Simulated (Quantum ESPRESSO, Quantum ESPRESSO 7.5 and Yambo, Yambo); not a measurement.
# SiF (chair-type functionalised monolayer): a self-consistent loop beyond G0W0, cycle by cycle

Wanted: G0W0 and self-consistent gaps of SiF (chair-type functionalised monolayer), with the cost of the cycles.

Program: Quantum ESPRESSO 7.5 and Yambo 5.3.0. Level of theory: PBE and many-body steps on it, plane waves. Results are calculated unless marked as measured.

## 1. The structure

The cell holds 4 atoms: 2 Si and 2 F. Cell: a = 3.968 Å, b = 3.968 Å, c = 16.000 Å, α = 90.0°, β = 90.0°, γ = 120.0°. Vacuum lies along c.

The structure was relaxed with PBE. The runs that relaxed it are not among those shown.

## 2. Empty states on the mesh, 6×6×1 mesh, 72 bands

This step: Quantum ESPRESSO 7.5; DFT, PBE, plane waves, norm-conserving pseudopotentials.

The sums over transitions need many empty states on a uniform mesh; this step solves for them.

File pw.in:

```
&control
  calculation = 'nscf'
  prefix = 'x'
  outdir = 'o'
  pseudo_dir = 'pseudo'
/
&system
  ibrav = 0
  nat = 4
  ntyp = 2
  ecutwfc = 72.0
  nbnd = 72
  force_symmorphic = .true.
/
&electrons
  conv_thr = 1e-9
  electron_maxstep = 80
  diago_full_acc = .true.
  diago_thr_init = 5e-6
/
ATOMIC_SPECIES
  Si 28.085 Si.upf
  F 18.998 F.upf
CELL_PARAMETERS angstrom
  3.9676580801 -0.0000000000 0.0000000000
  -1.9838290400 3.4360926909 0.0000000000
  0.0000000000 0.0000000000 16.0000000000
ATOMIC_POSITIONS crystal
  Si 0.3333333333 0.6666666667 0.5218479757
  Si 0.6666666667 0.3333333333 0.4781520243
  F 0.3333333333 0.6666666667 0.6234988674
  F 0.6666666667 0.3333333333 0.3765011326
K_POINTS automatic
  6 6 1 0 0 0
```

Launch:

```console
$ OMP_NUM_THREADS=1 mpirun -n 4 pw.x -nk 4 -in pw.in > pw.out
```

The program printed:

```text
Program PWSCF v.7.5 starts

     This program is part of the open-source Quantum ESPRESSO suite
     for quantum simulation of materials; please cite
         "P. Giannozzi et al., J. Phys.:Condens. Matter 21 395502 (2009);
         "P. Giannozzi et al., J. Phys.:Condens. Matter 29 465901 (2017);
         "P. Giannozzi et al., J. Chem. Phys. 152 154105 (2020);
     in publications or presentations arising from this work. More details at

     Atomic positions and unit cell read from directory:
     o/x.save/

     Message from routine setup:
[...]
k = 0.0000 0.3849 0.0000 ( 15168 PWs)   bands (ev):

[...]
19.7727  20.0120  20.2567  20.8376  20.9010  21.1073  21.3109  21.5532
    21.6619  22.2548  22.3871  22.6476  23.0803  23.0897  23.4551  23.4772

          k = 0.0000-0.5774 0.0000 ( 15192 PWs)   bands (ev):

     [... further k-points ...]

     highest occupied, lowest unoccupied level (ev):    -3.2419   -2.5659

     XML data file, pseudopotentials, collected wavefunctions

=------------------------------------------------------------------------------=
   JOB DONE.
=------------------------------------------------------------------------------=
```

It took 19 s on 4 MPI ranks of Arm Neoverse V2, shared host; peak memory 0.76 GiB.

Numbers from this step:

```yaml
gap: 0.6760 eV
k_of_the_valence_top: 0, 0, 0
k_of_the_conduction_bottom: 0, 0, 0
least_direct_gap: 0.6760 eV
k_points_computed: 7
lowest_point_of_the_top_converged_band_above_the_valence_top: 25.27 eV
```

On this mesh the gap is 0.676 eV.

The density comes from a self-consistent run that is not shown.

## 3. Conversion and set-up

This step: Yambo 5.3.0; conversion and set-up on PBE, plane waves, norm-conserving pseudopotentials.

The states are converted to the many-body program's format and the q mesh is built.

Launch:

```console
$ (cd o/x.save; p2y > p2y.log; mv SAVE ../..); yambo > setup.log
```

The program printed:

```text
 Yambo, version 5.3.0

 [02] CORE Variables Setup
 =========================

  [02.01] Unit cells
  ==================

  Cell kind             :  HCP
  Atoms in the cell     :  Si  F
  number of Si atoms    :  2
  number of F  atoms    :  2

  List of atomic masses
  Mass of Si    :  28.08500
  Mass of F     :  18.99800

  List of atomic coordinates    : [cc]
  Si1       : -0.31190E-09   4.3288       15.778      order 1
  Si2       :   3.74889   2.16442  14.45722  order 2
  F1       : -0.31190E-09   4.3288       18.852      order 3
[...]
BZ  Q-points                                      :   36

 K/Q-points units:
 rlu = crystal or reduced units; cc = cartesian coordinates; iku = interal k-units

 Q [1]          [rlu]:  0.000000  0.000000  0.000000
 Q [2]          [rlu]: -0.20177E-17  0.16667       0.0000
 Q [3]          [rlu]: -0.40354E-17  0.33333       0.0000
 Q [4]          [rlu]:  0.60531E-17 -0.50000       0.0000
 Q [5]          [rlu]:  0.166667  0.166667  0.000000
 Q [6]          [rlu]:  0.166667  0.333333  0.000000
 Q [7]          [rlu]:  0.333333  0.333333  0.000000

  [03.01] X indexes
  =================

   [03.01.01] Sigma indexes
   ========================

 [06] Game Over & Game summary
```

Elapsed: 2.5 s, on 1 MPI rank; peak memory 0.26 GiB.

## 4. G0W0

G0W0 replaces the xc potential by the self-energy, built once from these orbitals. Only a window of levels is corrected, while the sums run over the empty bands that the input names.

This step: G0W0 on PBE, plane waves, norm-conserving pseudopotentials.

File gw1.in:

```
HF_and_locXC
gw0
dyson
ppa
em1d
rim_cut
rim_w
RandQpts= 3000000
RandGvec= 100 RL
CUTGeo= "slab z"
RandGvecW= 9 RL
EXXRLvcs= 72 Ry
VXCRLvcs= 288 Ry
Chimod= "HARTREE"
% BndsRnXp
 1 | 72 |
%
NGsBlkXp= 5.5 Ry
% LongDrXp
 1 | 1 | 0 |
%
% GbndRnge
 1 | 72 |
%
DysSolver= "n"
ExtendOut
PPAPntXp= 27.21138 eV
% QPkrange
 1 | 7 | 3 | 17 |
%
```

Launch:

```console
$ OMP_NUM_THREADS=1 mpirun -n 4 yambo -F gw1.in -J gw1 -C gw1 > gw1.log
```

The program printed:

```text
 Yambo, version 5.3.0

 [02] CORE Variables Setup
 =========================

  [... cell, symmetries and grids as in the set-up ...]

  [02.05] Energies & Occupations
  ==============================

  [X] === General ===
  [X] Electronic Temperature                        :  0.000000  0.000000 [eV K]
  [X] Bosonic    Temperature                        :  0.000000  0.000000 [eV K]
  [X] Finite Temperature mode                       : no
  [X] El. density                                   :  0.10086E+24 [cm-3]
  [X] Fermi Level                                   : -3.241868 [eV]

  [X] === Gaps and Widths ===
  [X] Conduction Band Min                           :  0.675981 [eV]
  [X] Valence Band Max                              :  0.000000 [eV]
  [X] Filled Bands                                  :  11
  [X] Empty Bands                                   :   12   72
  [X] Direct Gap                                    :  0.675981 [eV]
  [X] Direct Gap localized at k                     :  1
  [X] Indirect Gap                                  :  0.675981 [eV]
  [X] Indirect Gap between kpts                     :  1  1
  [X] Last valence band width                       :  2.454572 [eV]
  [X] 1st conduction band width                     :  3.737894 [eV]

 [03] Transferred momenta grid and indexing
 ==========================================

 IBZ Q-points                                      :   7
 BZ  Q-points                                      :   36

 K/Q-points units:
 rlu = crystal or reduced units; cc = cartesian coordinates; iku = interal k-units

 Q [1]          [rlu]:  0.000000  0.000000  0.000000
 Q [2]          [rlu]: -0.20177E-17  0.16667       0.0000
 Q [3]          [rlu]: -0.40354E-17  0.33333       0.0000
 Q [4]          [rlu]:  0.60531E-17 -0.50000       0.0000
 Q [5]          [rlu]:  0.166667  0.166667  0.000000
 Q [6]          [rlu]:  0.166667  0.333333  0.000000
 Q [7]          [rlu]:  0.333333  0.333333  0.000000

 [04] Coloumb potential Random Integration (RIM)
 ===============================================

 Performing RIM of v_slab

  [04.01] RIM initialization
  ==========================

  * Diagonal components only detected *

  8 x (sBL volume)        :  0.037447 [a.u.]
  sBZ random points       :  3000000
  Points outside the sBZ  :  24000829
  RL volume               :  0.168509 [a.u.]
  Integrated volume       :  0.168504 [a.u.]

  [04.02] RIM integrals
  =====================

  Gamma point sphere radius             :  0.037868 [a.u.]
  Points outside the sphere             :  2398884
  [Int_sBZ(q=0) 1/q^2]*(Vol_sBZ)^(-1/3) =:  7.512773
                                 should be <:  7.795600

  Summary of Coulomb integrals for non-metallic bands |Q|[au] RIM/Bare

  Q [1] 0.100000E-4 0.963720 * Q [2] 0.161274 1.009278
  Q [5] 0.279335 1.027952 * Q [3] 0.322548 1.025554
  Q [6] 0.426691 1.018270 * Q [4] 0.483823 1.014849
  Q [7] 0.558670 1.011499
  Non-periodic chartesian directions : none
  Optical renormalization            :  30.23562 [au]
  Polarizability dimension           : length

 [05] Coloumb potential CutOffslab
 =================================

 Cut directionsZ
 Slab Cutoff:Z
 Symmetry test passed : yes

 [06] Dipoles
 ============

  [06.01] Setup: observables and procedures
  =========================================

  [WARNING] [x,Vnl] slows the Dipoles computation. To neglect it rename the ns.kb_pp file

 [07] Dynamic Dielectric Matrix (PPA)
 ====================================

 [WR./gw1//ndb.pp]---------------------------------------------------------------
  Brillouin Zone Q/K grids (IBZ/BZ)                :    7   36    7   36
  RL vectors                                       :  18171 [WF]
  Coulomb cutoff potential                         : slab z
  Electronic Temperature                           :  0.000000 [K]
  Bosonic    Temperature                           :  0.000000 [K]
  PPA    diel. fun.  energies                      : Perdew, Burke & Ernzerhof(X)+Perdew, Burke & Ernzerhof(C)
[...]
<4|nlXC|4> = -28.12210 -0.55569E-17 <4|lXC|4> = -20.34216 -0.75527E-15
 <5|nlXC|5> = -26.58414  0.26726E-17 <5|lXC|5> = -19.75151  0.75527E-15
 <6|nlXC|6> = -28.48029  0.16660E-16 <6|lXC|6> = -20.72520  0.37763E-15
 <7|nlXC|7> = -28.48037  0.61968E-17 <7|lXC|7> = -20.72528  0.94408E-16
 <8|nlXC|8> = -29.33750  0.15199E-16 <8|lXC|8> = -21.40584 -0.75527E-15
[...]
Corrections @ K [2] :  [eV]
[...]
Corrections @ K [3] :  [eV]
[...]
Corrections @ K [4] :  [eV]
[...]
Corrections @ K [5] :  [eV]
[...]
Corrections @ K [6] :  [eV]
[...]
Corrections @ K [7] :  [eV]
[...]
<15|nlXC|15> = -4.500855 -0.21394E-17 <15|lXC|15> = -9.146113  0.000000
 <16|nlXC|16> = -5.195101  0.68742E-18 <16|lXC|16> = -10.90242  0.94408E-16
 <17|nlXC|17> = -5.195104 -0.23957E-18 <17|lXC|17> = -10.90243  0.94408E-16

  [08.01] Hartree-Fock occupations report
  =======================================

  [Hartree-Fock] === General ===
  [Hartree-Fock] Electronic Temperature             :  0.000000  0.000000 [eV K]
  [Hartree-Fock] Bosonic    Temperature             :  0.000000  0.000000 [eV K]
  [Hartree-Fock] Finite Temperature mode            : no
  [Hartree-Fock] El. density                        :  0.10086E+24 [cm-3]
  [Hartree-Fock] Fermi Level                        : -3.241868 [eV]

  [Hartree-Fock] === Gaps and Widths ===
  [Hartree-Fock] Conduction Band Min                :  4.627340 [eV]
  [Hartree-Fock] Valence Band Max                   : -2.118123 [eV]
  [Hartree-Fock] Filled Bands                       :  11
  [Hartree-Fock] Empty Bands                        :   12   72
  [Hartree-Fock] Direct Gap                         :  6.745462 [eV]
  [Hartree-Fock] Direct Gap localized at k          :  1
  [Hartree-Fock] Indirect Gap                       :  6.745462 [eV]
  [Hartree-Fock] Indirect Gap between kpts          :  1  1
  [Hartree-Fock] Last valence band width            :  4.399955 [eV]
  [Hartree-Fock] 1st conduction band width          :  4.963532 [eV]

 [09] Dyson equation: Newton solver
 ==================================

  [09.01] RIM-W interpolation
  ===========================

  [WARNING] RIM-W works only for 2D semiconductors with slab cutoff
  Found compatible q grid: 2D
  q_min[ 1 ]:  0.16667      0.43367E-11   0.0000     [rlu]
   0.166667  0.083333  0.000000 [iku]
  q_min[ 2 ]:  0.56008E-11  0.16667       0.0000     [rlu]
   0.56008E-11  0.16667       0.0000     [iku]
  G-vectors :   9
  G-vectors loaded:   63
  Number of interpolated frequencies:  2

  Evaluating coefficients q = 0
  Evaluating coefficients q = 0

  [09.02] RIM-W integrals
  =======================

  8 x (sBL volume)        :  0.037447 [a.u.]
  sBZ random points       :  3000000
  Points outside the sBZ  :  24000829
  RL volume               :  0.168509 [a.u.]
  Integrated volume       :  0.168504 [a.u.]

  [09.03] RIM integrals
  =====================

  Comparison between head Wc = W - v averages: < Wc > [au] RIM-W/RIM

   < -Wc [Q = 1] > 0.324658E-1 0.566038E-4 * < -Wc [Q = 2] > 0.003627 0.003450
   < -Wc [Q = 3] > 0.606459E-3 0.589491E-3 * < -Wc [Q = 4] > 0.196788E-3 0.193642E-3
   < -Wc [Q = 5] > 0.912366E-3 0.884961E-3 * < -Wc [Q = 6] > 0.287542E-3 0.283415E-3
   < -Wc [Q = 7] > 0.136706E-3 0.135767E-3

  Comparison between head Wc = W - v averages: < Wc > [au] RIM-W/RIM

   < -Wc [G = 1,G`=0] > 0.324658E-1 0.566038E-4 * < -Wc [G = 2,G`=0] >-0.001659 0.000000
   < -Wc [G = 3,G`=0] >-0.001659 0.000000 * < -Wc [G = 4,G`=0] > 0.119045E-3  0.00000
   < -Wc [G = 5,G`=0] > 0.119052E-3  0.00000 * < -Wc [G = 6,G`=0] >-0.557834E-4  0.00000
   < -Wc [G = 7,G`=0] >-0.557896E-4  0.00000 * < -Wc [G = 8,G`=0] > 0.112447E-4  0.00000
   < -Wc [G = 9,G`=0] > 0.112451E-4  0.00000

 [10] G0W0 (W PPA)
 =================

 [  GW  ] Bands range     :    1   72
 [GW/PPA] G damping       :  0.100000 [eV]

 QP @ state[ 1 ] K range:   1   7
 QP @ state[ 1 ] b range:   3  17

  Sc/G bands                                       :    1   72
  Sc/G damping                                     :  0.100000 ev
  Sc bands terminator                              : no
  Sx RL components                                 :  15207

  QP @ state[ 1 ] K range                          :   1   7
  QP @ state[ 1 ] b range                          :   3  17
  GF energies kind                                 : Perdew, Burke & Ernzerhof(X)+Perdew, Burke & Ernzerhof(C)
  GF WF`s kind                                     : Perdew, Burke & Ernzerhof(X)+Perdew, Burke & Ernzerhof(C)
  Xs energies kind                                 : Perdew, Burke & Ernzerhof(X)+Perdew, Burke & Ernzerhof(C)
  Xs WF`s kind                                     : Perdew, Burke & Ernzerhof(X)+Perdew, Burke & Ernzerhof(C)

 [14] Game Over & Game summary
```

It took 7.4 min on 4 MPI ranks; peak memory 3.2 GiB; 30 min of CPU time.

Numbers from this step:

```
G0W0 gap on the mesh                         : 2.060 eV
starting gap on the mesh                     : 0.6760 eV
k of the valence top                         : 0, 0, 0
k of the conduction bottom                   : 0, 0, 0
least direct G0W0 gap on the computed points : 2.060 eV
Z at the valence top                         : 0.7169
Z at the conduction bottom                   : 0.7280
```

The gap on the mesh goes from 0.68 eV to 2.06 eV, a correction of +1.38 eV.

## 5. evGW0, cycle 1

This step: evGW0 on PBE, plane waves, norm-conserving pseudopotentials.

gw2.in, as its differences from gw1.in of step 4:

```diff
@@ -30 +30,2 @@
 %
+GfnQPdb= "E < ./gw1/ndb.QP"
```

Launch:

```console
$ OMP_NUM_THREADS=1 mpirun -n 4 yambo -F gw2.in -J gw2,gw1_W -C gw2 > gw2.log
```

The program printed:

```text
 Yambo, version 5.3.0

 [02] CORE Variables Setup
 =========================

  [... cell, symmetries and grids as in the set-up ...]

  [02.05] Energies & Occupations
  ==============================

  [X] === General ===
  [X] Electronic Temperature                        :  0.000000  0.000000 [eV K]
  [X] Bosonic    Temperature                        :  0.000000  0.000000 [eV K]
  [X] Finite Temperature mode                       : no
  [X] El. density                                   :  0.10086E+24 [cm-3]
  [X] Fermi Level                                   : -3.241868 [eV]

  [X] === Gaps and Widths ===
  [X] Conduction Band Min                           :  0.675981 [eV]
  [X] Valence Band Max                              :  0.000000 [eV]
  [X] Filled Bands                                  :  11
  [X] Empty Bands                                   :   12   72
  [X] Direct Gap                                    :  0.675981 [eV]
  [X] Direct Gap localized at k                     :  1
  [X] Indirect Gap                                  :  0.675981 [eV]
  [X] Indirect Gap between kpts                     :  1  1
  [X] Last valence band width                       :  2.454572 [eV]
  [X] 1st conduction band width                     :  3.737894 [eV]

 [03] Transferred momenta grid and indexing
 ==========================================

 IBZ Q-points                                      :   7
 BZ  Q-points                                      :   36

 K/Q-points units:
 rlu = crystal or reduced units; cc = cartesian coordinates; iku = interal k-units

 Q [1]          [rlu]:  0.000000  0.000000  0.000000
 Q [2]          [rlu]: -0.20177E-17  0.16667       0.0000
 Q [3]          [rlu]: -0.40354E-17  0.33333       0.0000
[...]
[G+QP] Direct Gap localized at k                  :  1
  [G+QP] Indirect Gap                               :  2.059803 [eV]
  [G+QP] Indirect Gap between kpts                  :  1  1
  [G+QP] Last valence band width                    :  2.779469 [eV]
  [G+QP] 1st conduction band width                  :  4.091433 [eV]

  [coarse-grid] Minimum Bare Gap        [ev]:  0.675981
  [coarse-grid] Minimum Gap Correction  [ev]:  1.383822

  Eqp @ K [1]
  -26.65492 -26.62872 -10.55655  -8.50897  -6.70372  -6.30664  -6.30623  -6.18314
   -6.18340      0.00000    -0.541129E-4   2.05975      5.36493      5.21800      5.21850      6.54707
    7.39544   8.15966   9.82177  10.19425  10.59657  11.46772  11.46772  13.04370
  Eqp @ K [2]
[...]
Eqp @ K [3]
[...]
Eqp @ K [4]
[...]
Eqp @ K [5]
[...]
Eqp @ K [6]
[...]
Eqp @ K [7]
[...]
-4.953649 -4.953081 -2.779523  6.151182  6.150975  7.806407  7.667964  8.443077
    8.44311  11.01890  11.01890  11.08437  11.19690  11.77272  11.77272  12.35770

 [08] Dipoles
 ============

  [08.01] Setup: observables and procedures
  =========================================

 [09] Dynamic Dielectric Matrix (PPA)
 ====================================

  Sc/G bands                                       :    1   72
  Sc/G damping                                     :  0.100000 ev
  Sc bands terminator                              : no
  Sx RL components                                 :  15207

  QP @ state[ 1 ] K range                          :   1   7
  QP @ state[ 1 ] b range                          :   3  17
  GF energies kind                                 : Perdew, Burke & Ernzerhof(X)+Perdew, Burke & Ernzerhof(C)+ E < ./gw1/ndb.QP + @E Fit
  GF WF`s kind                                     : Perdew, Burke & Ernzerhof(X)+Perdew, Burke & Ernzerhof(C)
  Xs energies kind                                 : Perdew, Burke & Ernzerhof(X)+Perdew, Burke & Ernzerhof(C)
  Xs WF`s kind                                     : Perdew, Burke & Ernzerhof(X)+Perdew, Burke & Ernzerhof(C)

 [16] Game Over & Game summary
```

Elapsed: 6.3 min, on 4 MPI ranks; peak memory 3.2 GiB.

This step gave:

```yaml
quasiparticle_gap_on_the_mesh: 2.384 eV
gap_of_the_density_functional_on_the_mesh: 0.6760 eV
k_of_the_valence_top: 0, 0, 0
k_of_the_conduction_bottom: 0, 0, 0
least_direct_quasiparticle_gap_on_the_computed_points: 2.384 eV
z_at_the_valence_top: 0.7237
z_at_the_conduction_bottom: 0.7939
```

Against G0W0 in Yambo (6×6×1 mesh, 72 bands, screening to 74.8 eV, Godby-Needs plasmon pole), the gap moves by +0.324 eV.

The program's own table gives 2.669 eV, which is too large where the input levels are shifted: this version takes Σc at the unshifted level E₀, yet steps from the shifted one. The value above is the Newton step from E₀, E₀ + Z(Σc + Σx − Vxc), rebuilt from the printed columns.

## 6. evGW0, cycle 2

The corrected levels of the last cycle go back in.

gw3.in, as its differences from gw2.in of step 5:

```diff
@@ -30,2 +30,2 @@
 %
-GfnQPdb= "E < ./gw1/ndb.QP"
+GfnQPdb= "E < ./gw2_fix/ndb.QP"
```

Launch:

```console
$ OMP_NUM_THREADS=1 mpirun -n 4 yambo -F gw3.in -J gw3,gw1_W -C gw3 > gw3.log
```

The program printed:

```text
 Yambo, version 5.3.0

 [02] CORE Variables Setup
 =========================

  [... cell, symmetries and grids as in the set-up ...]

  [02.05] Energies & Occupations
  ==============================

  [X] === General ===
  [X] Electronic Temperature                        :  0.000000  0.000000 [eV K]
  [X] Bosonic    Temperature                        :  0.000000  0.000000 [eV K]
  [X] Finite Temperature mode                       : no
  [X] El. density                                   :  0.10086E+24 [cm-3]
[...]
Sx RL components                                 :  15207

  QP @ state[ 1 ] K range                          :   1   7
  QP @ state[ 1 ] b range                          :   3  17
  GF energies kind                                 : Perdew, Burke & Ernzerhof(X)+Perdew, Burke & Ernzerhof(C)+ E < ./gw1/ndb.QP + @E Fit+ E < ./gw2_fix/
  GF WF`s kind                                     : Perdew, Burke & Ernzerhof(X)+Perdew, Burke & Ernzerhof(C)
  Xs energies kind                                 : Perdew, Burke & Ernzerhof(X)+Perdew, Burke & Ernzerhof(C)
  Xs WF`s kind                                     : Perdew, Burke & Ernzerhof(X)+Perdew, Burke & Ernzerhof(C)

 [16] Game Over & Game summary
```

The job ended after 6.4 min (4 MPI ranks; peak memory 3.2 GiB).

Numbers from this step:

* quasiparticle gap on the mesh: 2.447 eV
* gap of the density functional on the mesh: 0.6760 eV
* k of the valence top: 0, 0, 0
* k of the conduction bottom: 0, 0, 0
* least direct quasiparticle gap on the computed points: 2.447 eV

Against the cycle before, the gap moves by +0.064 eV.

The program's own table gives 2.782 eV, which is too large where the input levels are shifted: this version takes Σc at the unshifted level E₀, yet steps from the shifted one. The value above is the Newton step from E₀, E₀ + Z(Σc + Σx − Vxc), rebuilt from the printed columns.

(Part 1 of 2 ends here.)

[Paths, hosts, dates, memory and timing lines, banners, echoed tables and standing remarks are left out of the program output.]

[Logs are printed without paths, hosts, clocks, repeated set-up lines and the standing remarks that a program may print on its own settings, such as how far it seeks lower states.]

[Runs of the session that timed out or met a known fault of the program may be left out.]

[Hosts, paths, dates, database ids (printed as entryN), source tags and the programs' standing remarks are cut or masked in the printed files.]
